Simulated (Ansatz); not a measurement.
**CaAl2Pb2: relaxing a made-up structure**

This structure for CaAl2Pb2 is made up. Its elements were placed in a known structure type with a cell scaled to their sizes. What cell does the guess relax to, and how far off was it?

Main program and level: Ansatz 0.2.0; DFT, PBE, plane-wave PAW, files of the set soft_1, scalar-relativistic, no spin, cell and ions relaxed at zero pressure; PAW set soft_1, in the first sound run; inputs show where later runs differ.

## 1. Starting point

The structure is tetragonal, space group I4/mmm (No. 139). Conventional cell: a = 4.641 Å, b = 4.641 Å, c = 11.741 Å, α = 90.00°, β = 90.00°, γ = 90.00°. Pb has 4 Al at 2.73 Å and 1 Pb at 3.01 Å and 4 Ca at 3.61 Å nearest. Nearest to Ca lie 8 Pb at 3.61 Å and 8 Al at 3.74 Å. Al has 4 Pb at 2.73 Å and 4 Al at 3.28 Å and 4 Ca at 3.74 Å nearest. Farther neighbours are not listed.

## 2. Relaxation of the guess

The guessed cell has no reason to be at equilibrium. It is relaxed with the atoms, within the space group of the guess.

input.yaml reads:

```yaml
crystal:
  lattice:
    - [-2.3205, 2.3205, 5.8705]
    - [2.3205, -2.3205, 5.8705]
    - [2.3205, 2.3205, -5.8705]
  atoms:
    - { symbol: Pb, position: [0.628, 0.628, 0.0] }
    - { symbol: Pb, position: [0.372, 0.372, 0.0] }
    - { symbol: Ca, position: [0.0, 0.0, 0.0] }
    - { symbol: Al, position: [0.75, 0.25, 0.5] }
    - { symbol: Al, position: [0.25, 0.75, 0.5] }
kpoints:
  mp_grid: { grid: [8, 8, 8] }
scf:
  occupations: { method: fermi_dirac, width: 0.05 }
hamiltonian:
  xc: pbe
  pseudopotentials: { kind: paw, azcp: { folder: soft_1 } }
relax:
  f_tol: 0.015
  max_steps: 70
  cell: {}
output:
  forces: true
  stress: true
```

Run with:

```
$ ansatz run input.yaml --threads 4 --pin off --max-ram 8192MiB --backend cpu --events-out ev --progress --plain --runs-dir out
```

Numbers of over 12 decimals in the logs are rounded to 6 here.

Output:

```text
basis.fft_grid_basis auto: the FFT boxes are laid along the combinations [[1, 0, 1], [0, 1, 1], [0, 0, 1]] of the cell's own vectors, 4.641, 4.641 and 6.725 Å long. The dense box has 32×32×45 points. Along the cell's own vectors, as sized, it would have 45×45×45, 1.98 times as many. Of the 16 symmetry operations that the crystal satisfies within crystal.symmetry.tolerance (time reversal apart; of a slab, those that k [...]
Engine: ansatz 0.2.0, aarch64-unknown-linux-gnu
Pseudopotentials: kind: paw
Pseudopotential: Pb, paw, valence charge 14, recommended cutoff 420 eV (normal), soft_1/Pb.paw.azcp
Pseudopotential: Ca, paw, valence charge 10, recommended cutoff 420 eV (normal), soft_1/Ca.paw.azcp
Pseudopotential: Al, paw, valence charge 3, recommended cutoff 420 eV (normal), soft_1/Al.paw.azcp
Functional definition: PBE
  parameter kappa = 0.804
  parameter beta = 0.066725
  exchange = pbe_x(kappa = kappa, mu = beta*pi^2/3)
  correlation = pbe_c(beta = beta)
Crystal: 5 atoms, lattice volume = 126.444 Å³
Basis set: ecut = 420 eV, 2459 PW (Γ), FFT grids on a1+a3, a2+a3, a3, exchange–correlation on 64×64×90 points (8 copies of the dense FFT grid, shifted against one another)
Bands: 27, of which v1, the nominal top of the filled ones, is band 22 counted from 1 (21 counted from 0)
Symmetry: 16 space group operations
Space group: I4/mmm (ITA 139), of the structure as read, at distance tolerance 5.0e-5 Å
k-points: 59 of 512
Non-local potential: Pb, projectors of the file, l = 0: 2, l = 1: 2, l = 2: 2, l = 3: 1
Non-local potential: Ca, projectors of the file, l = 0: 3, l = 1: 2, l = 2: 2
Non-local potential: Al, projectors of the file, l = 0: 2, l = 1: 2, l = 2: 1
PAW form: soft (Blöchl's): semilocal exchange-correlation on the pseudo side does not see the compensation charge
PAW one-centre angular grid: Pb, 590 points (default); XC on 64 Gauss nodes
PAW one-centre angular grid: Ca, 110 points (default); XC on 64 Gauss nodes
PAW one-centre angular grid: Al, 110 points (default); XC on 64 Gauss nodes
Initial density: superposition of atomic densities (chi_scale 0.1, normalization cell, long waves kept (reshape's long-wave potential 0.01 eV rms))
Initial wavefunctions: pseudopotential atomic-orbital guess
Functional: x = pbe(κ = 0.804, μ = 0.219515), c = pbe(β = 0.066725)
SCF iter   1: F=—  HF=-26710.728749 eV  |F-HF|=—  |Δ(HF+E_count)|=         —  Δρ=5.30e-2  dr2=8.36e0  ethr=3.10e-3  ⟨swp⟩=9.7  Hψ=9738  notcnv=0
preconditioner: auto → Kerker (q_TF=auto, 2.288 Å⁻¹)  [metal: Δε(μ)=0.053 eV  Ē_g=11.097 eV  σ=0.050 eV  W_gap=0.26  n_scr=32 (ndim 8)  ℏωp=19.8 eV  f_vac=0.000  D(μ)=2.44/eV (n_scr^D=10)]
SCF iter   2: F=—  HF=-26708.955177 eV  |F-HF|=—  |Δ(HF+E_count)|=    1.77e0  Δρ=1.80e-2  dr2=7.37e-1  ethr=3.10e-3  ⟨swp⟩=4.3  Hψ=4018  notcnv=0
SCF iter   3: F=—  HF=-26708.785023 eV  |F-HF|=—  |Δ(HF+E_count)|=   1.70e-1  Δρ=8.73e-3  dr2=1.35e-1  ethr=1.68e-3  ⟨swp⟩=4.2  Hψ=3256  notcnv=0
SCF iter   4: F=—  HF=-26708.759051 eV  |F-HF|=—  |Δ(HF+E_count)|=   2.60e-2  Δρ=1.51e-3  dr2=4.04e-3  ethr=3.06e-4  ⟨swp⟩=5.0  Hψ=3568  notcnv=0  defer=1
SCF iter   5: F=—  HF=-26708.759142 eV  |F-HF|=—  |Δ(HF+E_count)|=   9.08e-5  Δρ=6.03e-4  dr2=1.20e-3  ethr=9.18e-6  ⟨swp⟩=2.4  Hψ=2347  notcnv=0
SCF iter   6: F=—  HF=-26708.759079 eV  |F-HF|=—  |Δ(HF+E_count)|=   6.24e-5  Δρ=1.61e-4  dr2=1.08e-4  ethr=2.74e-6  ⟨swp⟩=2.9  Hψ=2930  notcnv=0
SCF iter   7: F=—  HF=-26708.759065 eV  |F-HF|=—  |Δ(HF+E_count)|=   1.41e-5  Δρ=5.00e-5  dr2=8.10e-6  ethr=2.46e-7  ⟨swp⟩=2.1  Hψ=1918  notcnv=0
SCF iter   8: F=—  HF=-26708.759049 eV  |F-HF|=—  |Δ(HF+E_count)|=   1.63e-5  Δρ=1.67e-5  dr2=9.43e-7  ethr=1.84e-8  ⟨swp⟩=2.1  Hψ=1938  notcnv=0
SCF iter   9: F=-26708.759049 eV  HF=-26708.759049 eV  |F-HF|=1.65e-8  |Δ(HF+E_count)|=   1.94e-7  Δρ=4.01e-6  dr2=3.66e-8  ethr=2.27e-10  ⟨swp⟩=3.5  Hψ=6561  notcnv=0
SCF 1 converged in 9 iterations: F = -26708.759049 eV  dr2 = 3.66e-8
  greatest PAW one-centre occupation: 0.995 electrons in one spin orbital (limit 2), on the Ca atom at site 2 (counted from 0), in its partial waves of l = 0
relax step   1: F+E_penalty+E_count = -26708.75904857 eV  Δ(F+E_penalty+E_count) = +0.000e0 eV  max|allowed force component| = 6.491e-1 eV/Å  Δτ_max = 0.0000 Å  P = +6.548 GPa  Ω = 126.444 Å³  (9 SCF iters, dr2 threshold 1.00e-7 eV, accepted)
Crystal: 5 atoms, lattice volume = 143.571 Å³
Basis set: ecut = 420 eV, 2769 PW (Γ), FFT grids on a1+a3, a2+a3, a3, exchange–correlation on 64×64×90 points (8 copies of the dense FFT grid, shifted against one another)
Initial density: handed on by an earlier stage of this run
Initial wavefunctions: those handed on with the density
iter 1 solved again at ethr=2.77e-4 eV; its pass at ethr=3.10e-3 eV (dr2=1.22e-1 eV) is discarded
SCF iter   1: F=—  HF=-26709.153414 eV  |F-HF|=—  |Δ(HF+E_count)|=         —  Δρ=6.30e-3  dr2=1.24e-1  ethr=2.77e-4  ⟨swp⟩=1.2  Hψ=10957  notcnv=0
preconditioner: auto → Kerker (q_TF=auto, 2.240 Å⁻¹)  [metal: Δε(μ)=0.014 eV  Ē_g=13.084 eV  σ=0.050 eV  W_gap=0.07  n_scr=32 (ndim 8)  ℏωp=18.6 eV  f_vac=0.000  D(μ)=3.29/eV (n_scr^D=22)]
SCF iter   2: F=—  HF=-26709.125988 eV  |F-HF|=—  |Δ(HF+E_count)|=   2.74e-2  Δρ=3.88e-3  dr2=4.39e-2  ethr=2.77e-4  ⟨swp⟩=2.8  Hψ=2058  notcnv=0
SCF iter   3: F=—  HF=-26709.114488 eV  |F-HF|=—  |Δ(HF+E_count)|=   1.15e-2  Δρ=7.32e-4  dr2=1.34e-3  ethr=9.98e-5  ⟨swp⟩=3.2  Hψ=2359  notcnv=0
SCF iter   4: F=—  HF=-26709.114398 eV  |F-HF|=—  |Δ(HF+E_count)|=   9.03e-5  Δρ=2.36e-4  dr2=1.75e-4  ethr=3.05e-6  ⟨swp⟩=2.1  Hψ=2105  notcnv=0
SCF iter   5: F=—  HF=-26709.114390 eV  |F-HF|=—  |Δ(HF+E_count)|=   7.52e-6  Δρ=7.93e-5  dr2=2.55e-5  ethr=3.98e-7  ⟨swp⟩=2.6  Hψ=2833  notcnv=0
SCF iter   6: F=—  HF=-26709.114389 eV  |F-HF|=—  |Δ(HF+E_count)|=   1.47e-6  Δρ=2.35e-5  dr2=1.71e-6  ethr=5.79e-8  ⟨swp⟩=2.3  Hψ=2173  notcnv=0
SCF iter   7: F=-26709.114389 eV  HF=-26709.114389 eV  |F-HF|=1.03e-8  |Δ(HF+E_count)|=   2.28e-8  Δρ=5.80e-6  dr2=1.05e-7  ethr=1.14e-9  ⟨swp⟩=4.9  Hψ=5958  notcnv=0
SCF 2 converged in 7 iterations: F = -26709.114389 eV  dr2 = 1.05e-7
relax step   2: F+E_penalty+E_count = -26709.11438874 eV  Δ(F+E_penalty+E_count) = -3.553e-1 eV  max|allowed force component| = 2.341e-1 eV/Å  Δτ_max = 0.0703 Å  P = +0.265 GPa  Ω = 143.571 Å³  energy of the carried Pulay correction = -2.229e-3 eV  (7 SCF iters, dr2 threshold 5.00e-7 eV, accepted)
Crystal: 5 atoms, lattice volume = 146.192 Å³
Basis set: ecut = 420 eV, 2801 PW (Γ), FFT grids on a1+a3, a2+a3, a3, exchange–correlation on 64×64×90 points (8 copies of the dense FFT grid, shifted against one another)
[...]
SCF 3 converged in 6 iterations: F = -26709.162170 eV  dr2 = 4.51e-7
relax step   3: F+E_penalty+E_count = -26709.16217005 eV  Δ(F+E_penalty+E_count) = -4.778e-2 eV  max|allowed force component| = 2.844e-1 eV/Å  Δτ_max = 0.0293 Å  P = -0.429 GPa  Ω = 146.192 Å³  energy of the carried Pulay correction = -2.546e-3 eV  (6 SCF iters, dr2 threshold 5.00e-7 eV, accepted)
[... from here on, the SCF cycles and remarks between the steps are left out ...]
relax step   4: F+E_penalty+E_count = -26709.27635882 eV  Δ(F+E_penalty+E_count) = -1.142e-1 eV  max|allowed force component| = 3.299e-1 eV/Å  Δτ_max = 0.0246 Å  P = -0.835 GPa  Ω = 146.438 Å³  energy of the carried Pulay correction = -2.575e-3 eV  (6 SCF iters, dr2 threshold 5.00e-7 eV, accepted)
relax step   5: F+E_penalty+E_count = -26709.38566457 eV  Δ(F+E_penalty+E_count) = -1.093e-1 eV  max|allowed force component| = 2.906e-1 eV/Å  Δτ_max = 0.0248 Å  P = -1.090 GPa  Ω = 145.339 Å³  energy of the carried Pulay correction = -2.443e-3 eV  (6 SCF iters, dr2 threshold 5.00e-7 eV, accepted)
relax step   6: F+E_penalty+E_count = -26709.51895096 eV  Δ(F+E_penalty+E_count) = -1.333e-1 eV  max|allowed force component| = 6.697e-2 eV/Å  Δτ_max = 0.0487 Å  P = -0.482 GPa  Ω = 139.480 Å³  energy of the carried Pulay correction = -1.723e-3 eV  (6 SCF iters, dr2 threshold 5.00e-7 eV, accepted)
relax step   7: F+E_penalty+E_count = -26709.53100784 eV  Δ(F+E_penalty+E_count) = -1.206e-2 eV  max|allowed force component| = 9.935e-2 eV/Å  Δτ_max = 0.0066 Å  P = +0.015 GPa  Ω = 136.670 Å³  energy of the carried Pulay correction = -1.366e-3 eV  (5 SCF iters, dr2 threshold 5.00e-7 eV, accepted)
relax step   8: F+E_penalty+E_count = -26709.53327718 eV  Δ(F+E_penalty+E_count) = -2.269e-3 eV  max|allowed force component| = 4.270e-2 eV/Å  Δτ_max = 0.0120 Å  P = -0.001 GPa  Ω = 136.305 Å³  energy of the carried Pulay correction = -1.319e-3 eV  (5 SCF iters, dr2 threshold 5.00e-7 eV, accepted)
relax step   9: F+E_penalty+E_count = -26709.53388330 eV  Δ(F+E_penalty+E_count) = -6.061e-4 eV  max|allowed force component| = 1.085e-2 eV/Å  Δτ_max = 0.0104 Å  P = -0.018 GPa  Ω = 135.873 Å³  energy of the carried Pulay correction = -1.263e-3 eV  (5 SCF iters, dr2 threshold 1.14e-7 eV, accepted)
relax step  10: F+E_penalty+E_count = -26709.58718665 eV  Δ(F+E_penalty+E_count) = -5.330e-2 eV  max|allowed force component| = 2.483e-2 eV/Å  Δτ_max = 0.0000 Å  P = +0.533 GPa  Ω = 135.873 Å³  stress off target by 1.56e0 GPa  SCF on the basis re-selected at this cell (its energy is not comparable with the rows above)  (8 SCF iters)
relax step  11: F+E_penalty+E_count = -26709.62321129 eV  Δ(F+E_penalty+E_count) = -3.602e-2 eV  max|allowed force component| = 1.604e-1 eV/Å  Δτ_max = 0.0080 Å  P = -0.084 GPa  Ω = 136.443 Å³  energy of the carried Pulay correction = -1.004e-4 eV  (5 SCF iters, dr2 threshold 5.00e-7 eV, accepted)
relax step  12: F+E_penalty+E_count = -26709.62982531 eV  Δ(F+E_penalty+E_count) = -6.614e-3 eV  max|allowed force component| = 5.266e-2 eV/Å  Δτ_max = 0.0256 Å  P = -0.190 GPa  Ω = 137.255 Å³  energy of the carried Pulay correction = -2.147e-4 eV  (5 SCF iters, dr2 threshold 5.00e-7 eV, accepted)
relax step  13: F+E_penalty+E_count = -26709.63066582 eV  Δ(F+E_penalty+E_count) = -8.405e-4 eV  max|allowed force component| = 5.357e-3 eV/Å  Δτ_max = 0.0084 Å  P = +0.000 GPa  Ω = 136.832 Å³  energy of the carried Pulay correction = -1.574e-4 eV  (5 SCF iters, dr2 threshold 1.73e-7 eV, accepted)
Basis set: ecut = 420 eV, 2597 PW (Γ), FFT grids on a1+a3, a2+a3, a3, exchange–correlation on 60×60×120 points (8 copies of the dense FFT grid, shifted against one another)
iter 1 solved again at ethr=2.11e-7 eV; its pass at ethr=3.10e-3 eV (dr2=9.28e-5 eV) is discarded
SCF iter   1: F=—  HF=-26709.630948 eV  |F-HF|=—  |Δ(HF+E_count)|=         —  Δρ=5.51e-5  dr2=5.49e-7  ethr=2.11e-7  ⟨swp⟩=3.5  Hψ=14121  notcnv=0
preconditioner: auto → Kerker (q_TF=auto, 2.258 Å⁻¹)  [metal: Δε(μ)=0.028 eV  Ē_g=12.805 eV  σ=0.050 eV  W_gap=0.14  n_scr=24 (ndim 8)  ℏωp=19.0 eV  f_vac=0.000  D(μ)=2.27/eV (n_scr^D=12)]
SCF iter   2: F=—  HF=-26709.630971 eV  |F-HF|=—  |Δ(HF+E_count)|=   2.27e-5  Δρ=2.93e-5  dr2=1.60e-7  ethr=1.25e-9  ⟨swp⟩=2.3  Hψ=2637  notcnv=0
SCF iter   3: F=—  HF=-26709.630973 eV  |F-HF|=—  |Δ(HF+E_count)|=   2.15e-6  Δρ=1.22e-6  dr2=2.13e-9  ethr=3.64e-10  ⟨swp⟩=2.0  Hψ=2614  notcnv=0
SCF iter   4: F=—  HF=-26709.630973 eV  |F-HF|=—  |Δ(HF+E_count)|=  9.46e-10  Δρ=5.09e-7  dr2=5.80e-10  ethr=4.84e-12  ⟨swp⟩=2.2  Hψ=2337  notcnv=0
SCF iter   5: F=-26709.630973 eV  HF=-26709.630973 eV  |F-HF|=2.18e-11  |Δ(HF+E_count)|=  3.46e-10  Δρ=1.00e-7  dr2=1.18e-11  ethr=1.00e-12  ⟨swp⟩=3.4  Hψ=6373  notcnv=0
SCF 14 converged in 5 iterations: F = -26709.630973 eV  dr2 = 1.18e-11
relax step  14: F+E_penalty+E_count = -26709.63097305 eV  Δ(F+E_penalty+E_count) = -3.072e-4 eV  max|allowed force component| = 5.369e-3 eV/Å  Δτ_max = 0.0000 Å  P = +0.000 GPa  Ω = 136.832 Å³  stress off target by 3.85e-2 GPa  SCF on the basis re-selected at this cell (its energy is not comparable with the rows above)  (5 SCF iters)
basis re-selected at this cell: Δ(F+E_penalty+E_count) = -3.072e-4 eV, ΔP = +0.000 GPa vs the last step (what re-selecting the basis moved, of the pressure what is left beyond the Pulay correction that the steps carried, after the strain that the cell walked since its last selection, with what the two solves' SCF thresholds leave and, on support functions, any second-order correction that the steps lacked; it is no measure of the basis error at this ecutwfc). The dense FFT grid was sized anew with the basis: this SCF ran on 30×30×60 points, the steps before it on 30×30×54, so part of this shift can come from that change (see relax.cell in the input reference). [rest of the remark cut]
SCF converged after 5 iterations
Free energy (F): -26709.630973 eV
Harris-Foulkes:  -26709.630973 eV  (|F-HF|=2.18e-11)
Internal energy: -26709.612060 eV  (E = F + TS)
E sigma→0 (E₀):  -26709.621516 eV
Entropy (-TS):   -0.018913 eV (-3.783 meV/atom)
Fermi energy:    8.398428 eV
--- Per-component energies (eV) ---
  E_band       = -260.370341
  E_kinetic    = 884.666345
  E_local      = -3305.103130  (includes V_loc(G=0)·N_el)
  E_nonlocal   = 721.195317
  E_hartree    = 1277.612051
  E_xc         = -611.335761
  E_vxc        = -489.017505  (∫ρ·V_xc dr)
  E_paw        = -22595.635752  (= ΣΔE_a)
  E_vpaw       = -627.335457  (= ΣTr[D̂ρ^β])
  E_aug_tail   = -0.000022  (compensation charges beyond the density's cutoff)
  E_ewald      = -3081.011108
  E_smearing   = -0.018913  (= −TS)
  E_closure    = 0.000000  (closes the sum)
  Σ components = -26709.630973   (vs F -26709.630973, Δ=0.00e0)
--- Forces (eV/Å), atoms counted from 1 ---
  atom   1  Pb     0.00000000    -0.00000000    -0.00536931
  atom   2  Pb    -0.00000000    -0.00000000     0.00536931
  atom   3  Ca     0.00000000     0.00000000     0.00000000
  atom   4  Al     0.00000000     0.00000000     0.00000000
  atom   5  Al    -0.00000000     0.00000000     0.00000000
  max |Σ_I F_I| component: 8.93e-17 eV/Å
--- Stress (GPa, compression-positive) ---
       -0.018798       0.000000       0.000000
        0.000000      -0.018798       0.000000
        0.000000       0.000000       0.038516
  P = ⅓ Tr σ = 0.0003 GPa (0.003 kbar)
--- Relaxed structure (12 steps of the walk, 12 accepted, 2 SCFs on fresh bases) ---
  F+E_penalty+E_count = -26709.63097305 eV   max|allowed force component| = 5.369e-3 eV/Å   (the final SCF, on the basis selected at the relaxed cell)
  cell:  # Å, volume = 136.8316 Å³
    - [-2.103820, 2.103820, 7.728754]
    - [2.103820, -2.103820, 7.728754]
    - [2.103820, 2.103820, -7.728754]
  atoms:
    - { symbol: Pb, position: [0.615900, 0.615900, 0] }
    - { symbol: Pb, position: [0.384100, 0.384100, 0] }
    - { symbol: Ca, position: [4.432476303492396e-19, 4.432476303492395e-19, 0] }
    - { symbol: Al, position: [0.75, 0.25, 0.5] }
    - { symbol: Al, position: [0.25, 0.75, 0.5] }
```

Wall time 32 s (4 threads of Arm Neoverse V2, shared host); peak memory 0.54 GiB.

Step by step:

| step | energy less that of the first step (eV) | largest force component (eV/Å) | pressure (GPa) | volume (Å³) |
| --- | --- | --- | --- | --- |
| 1 | 0.0000 | 0.6491 | 6.55 | 126.44 |
| 2 | -0.3553 | 0.2341 | 0.26 | 143.57 |
| 3 | -0.4031 | 0.2844 | -0.43 | 146.19 |
| 4 | -0.5173 | 0.3299 | -0.83 | 146.44 |
| 5 | -0.6266 | 0.2906 | -1.09 | 145.34 |
| 6 | -0.7599 | 0.0670 | -0.48 | 139.48 |
| 7 | -0.7720 | 0.0993 | 0.02 | 136.67 |
| 8 | -0.7742 | 0.0427 | 0.00 | 136.31 |
| 9 | -0.7748 | 0.0109 | -0.02 | 135.87 |
| 10* | -0.8281 | 0.0248 | 0.53 | 135.87 |
| 11 | -0.8642 | 0.1604 | -0.08 | 136.44 |
| 12 | -0.8708 | 0.0527 | -0.19 | 137.26 |
| 13 | -0.8716 | 0.0054 | 0.00 | 136.83 |
| 14* | -0.8719 | 0.0054 | 0.00 | 136.83 |

Relaxation steps marked * repeat the geometry before them on a plane-wave basis chosen anew for their cell, so energy and pressure can jump there.

The run keeps the 16 symmetry operations that it works with, so distortions that break them were not tested.

| cell as run | before | after | change |
| --- | --- | --- | --- |
| a (Å) | 6.725 | 8.282 | +23.1 % |
| b (Å) | 6.725 | 8.282 | +23.1 % |
| c (Å) | 6.725 | 8.282 | +23.1 % |
| α (°) | 139.63 | 150.57 | +7.8 % |
| β (°) | 139.63 | 150.57 | +7.8 % |
| γ (°) | 58.41 | 42.11 | -27.9 % |
| volume (Å³/atom) | 25.29 | 27.37 | +8.2 % |

The atoms that moved most (Å, as changes of fractional coordinates times the final cell):

| atom | dx | dy | dz | length |
| --- | --- | --- | --- | --- |
| Pb1 | 0.000 | 0.000 | -0.187 | 0.187 |
| Pb2 | 0.000 | 0.000 | 0.187 | 0.187 |

Final coordinates:

```xyz
5
Lattice="-2.1038 2.1038 7.7288 2.1038 -2.1038 7.7288 2.1038 2.1038 -7.7288" Properties=species:S:1:pos:R:3 pbc="T T T"
Pb    0.0000    0.0000    9.5203
Pb    0.0000    0.0000    5.9372
Ca    0.0000    0.0000    0.0000
Al    0.0000    2.1038    3.8644
Al    2.1038    0.0000    3.8644
```

This step gave:

```yaml
free_energy: -26709.6310 eV
energy_at_zero_smearing: -26709.6215 eV
smearing_term_ts: 0.01891 eV
fermi_energy: 8.398 eV
electrons: 44
symmetry_operations: 16
pressure: 3.06e-4 GPa
```

Shortest distances by pair of elements, guess and relaxed (not always the same contact):

| pair | guess (Å) | relaxed (Å) |
| --- | --- | --- |
| Al–Pb | 2.727 | 2.953 |
| Al–Al | 3.282 | 2.975 |
| Ca–Pb | 3.609 | 3.473 |
| Pb–Pb | 3.006 | 3.583 |
| Ca–Ca | 4.641 | 4.208 |

The relaxation ends with a largest force component of 0.0054 eV/Å and a pressure of 0.00 GPa.

[end of part 1 of 2]

[Logs are printed without paths, hosts, clocks, repeated set-up lines and the standing remarks that a program may print on its own settings, such as how far it seeks lower states.]

[Hosts, paths, dates, database ids (printed as entryN), source tags and the programs' standing remarks are cut or masked in the printed files.]
